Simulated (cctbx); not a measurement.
# Accept or mend?

Cell a = 13.0680 Å, b = 11.8860 Å, c = 7.8420 Å, α = 90.00°, β = 90.00°, γ = 90.00°; space group Pnma (no. 62).

The data are simulated with cctbx, not measured: Mo Kα, λ = 0.71073 Å, to d = 0.77 Å, 95 % of the full sphere, strongest reflection 40000 counts, noise from counting, a 4 % proportional error and a noise floor of 2 counts (s.d.); no absorption.

An anisotropic refinement with weights 1/σ² prints:

```text
Rint 0.037, 1465 unique reflections to 0.77 A
cycle     R1     wR2    GooF  max shift (A)
   1  0.5042  0.8241  30.801   0.01047
   3  0.1839  0.4384  16.386   0.00002
final R1 0.1839 wR2 0.4384 GooF 16.386  parameters 36  data/parameter 40.7
atom        x        y        z      Ueq    occ   su(xyz)  su(Uiso or U11)
Te1    0.56062  0.75000  0.99174  -0.0242  1.000  0.00028  0.0011  NPD
Cs1    0.14698  0.05369  0.89762   0.0037  1.000  0.00037  0.0015  NPD
Pb1    0.93964  0.58086  0.58644   0.0297  1.000  0.00042  0.0017
Te2    0.11653  0.75000  0.19613   0.0040  1.000  0.00059  0.0019  NPD
Te3    0.78463  0.25000  0.26979   0.0027  1.000  0.00057  0.0020
difference map: max 92.68 min -12.32 rms 3.82
Q1    0.0609  0.7500  0.5069    4   94.81  0.01 A from Te1
Q2    0.2227  0.7500  0.7303    4   36.54  0.10 A from Te3
Q3    0.1433  0.0453  0.8967    8   32.90  0.11 A from Cs1
Q4    0.1221  0.7500  0.1882    4   32.25  0.10 A from Te2
Q5    0.0630  0.0787  0.4018    8   21.23  0.10 A from Pb1
Q6    0.0669  0.0852  0.6351    8    5.56  1.74 A from Pb1
```

**Question.** Can this result stand? If not, what is the likely fault?

Mend it. The fault: elements exchanged: Pb1 is Te and Te1 is Pb. Against the right model at the same level, R1 goes from 0.0101 to 0.1839 and GooF from 0.93 to 16.39, U of Te1 shrinks from 0.0097 to -0.0242 Å², U of Te3 shrinks from 0.0144 to 0.0027 Å², U of Cs1 shrinks from 0.0167 to 0.0037 Å², U of Te2 shrinks from 0.0172 to 0.0040 Å², the top difference peak, 94.8 e/Å³, lies on Te1 and Te1, Cs1 and Te2 go non-positive-definite. Pb1 has 30 electrons too many and its U swells to shed them, as expected; Te1 has 30 electrons too few and its U shrinks to make up, as expected.

The compound is Cs2Te4Pb. The right model at the same level gives:

```text
Rint 0.037, 1465 unique reflections to 0.77 A
cycle     R1     wR2    GooF  max shift (A)
   1  0.0407  0.1257   4.698   0.00256
   2  0.0101  0.0249   0.931   0.00000
final R1 0.0101 wR2 0.0249 GooF 0.931  parameters 36  data/parameter 40.7
atom        x        y        z      Ueq    occ   su(xyz)  su(Uiso or U11)
Pb1    0.56060  0.75000  0.99179   0.0097  1.000  0.00002  0.0001
Cs1    0.14680  0.05311  0.89771   0.0167  1.000  0.00002  0.0001
Te1    0.93932  0.58058  0.58785   0.0160  1.000  0.00002  0.0001
Te2    0.11690  0.75000  0.19523   0.0172  1.000  0.00003  0.0001
Te3    0.78408  0.25000  0.27000   0.0144  1.000  0.00003  0.0001
difference map: max 0.53 min -0.47 rms 0.13
Q1    0.1054  0.2500  0.4996    4    0.55  2.17 A from Pb1
Q2    0.0812  0.7500  0.6670    4    0.52  1.27 A from Pb1
Q3    0.1583  0.1373  0.5894    8    0.49  2.00 A from Te1
Q4    0.0257  0.7500  0.4172    4    0.49  0.85 A from Pb1
Q5    0.1919  0.0623  0.7644    8    0.47  1.21 A from Cs1
Q6    0.2415  0.6696  0.8517    8    0.46  1.39 A from Te3
```

The model is made up (kin elements in a known structure type, no relaxation), so it says nothing on whether the phase exists.

[Middle refinement cycles are left out of these outputs.]

[Logs are printed without paths, hosts, clocks, repeated set-up lines and the standing remarks that a program may print on its own settings, such as how far it seeks lower states.]
